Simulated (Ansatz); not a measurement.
Rows from a G0W0 calculation on Te2Mo (P6_3/mmc) (Ansatz 0.2.0; G0W0 on PBE, plane waves, PAW; 6×6×2 mesh, 962 empty bands, screening to 200 eV), in eV. Spin-orbit coupling is left out.

```
row                      k  band   start       Σx  Σc at the solution      Vxc
  A                      Γ    c1  15.379  -12.621              -4.232  -16.824
  B  (0.167, 0.167, 0.000)    c1  13.303  -13.100              -3.682  -16.836
  C                      Γ    v2  12.153  -16.224               0.951  -14.704
  D                      Γ    v1  12.477  -18.828               0.169  -18.522
  E  (0.167, 0.167, 0.000)    c2  14.046  -13.568              -4.139  -17.776
  F  (0.167, 0.167, 0.000)    v1  11.801  -19.098               0.759  -18.205
```

Q: Work out each quasiparticle level and how far it moved.

The quasiparticle equation reads E = start + Σx + Σc(E) − Vxc.

```
row  E (eV)  shift (eV)
  A  15.350      −0.029
  B  13.357      +0.054
  C  11.585      −0.569
  D  12.341      −0.136
  E  14.115      +0.069
  F  11.667      −0.134
```

The gap over the computed points goes from 0.83 eV to 1.02 eV.

Limits: not at the basis limit; no spin-orbit coupling; coarse k mesh.

[Paths, hosts, dates, memory and timing lines, banners, echoed tables and standing remarks are left out of the program output.]

[Logs are printed without paths, hosts, clocks, repeated set-up lines and the standing remarks that a program may print on its own settings, such as how far it seeks lower states.]

[Runs of the session that timed out or met a known fault of the program may be left out.]

[Cells called generated may have been cut or substituted from an entry of the Crystallography Open Database or the Materials Project.]

[Hosts, paths, dates, database ids (printed as entryN), source tags and the programs' standing remarks are cut or masked in the printed files.]
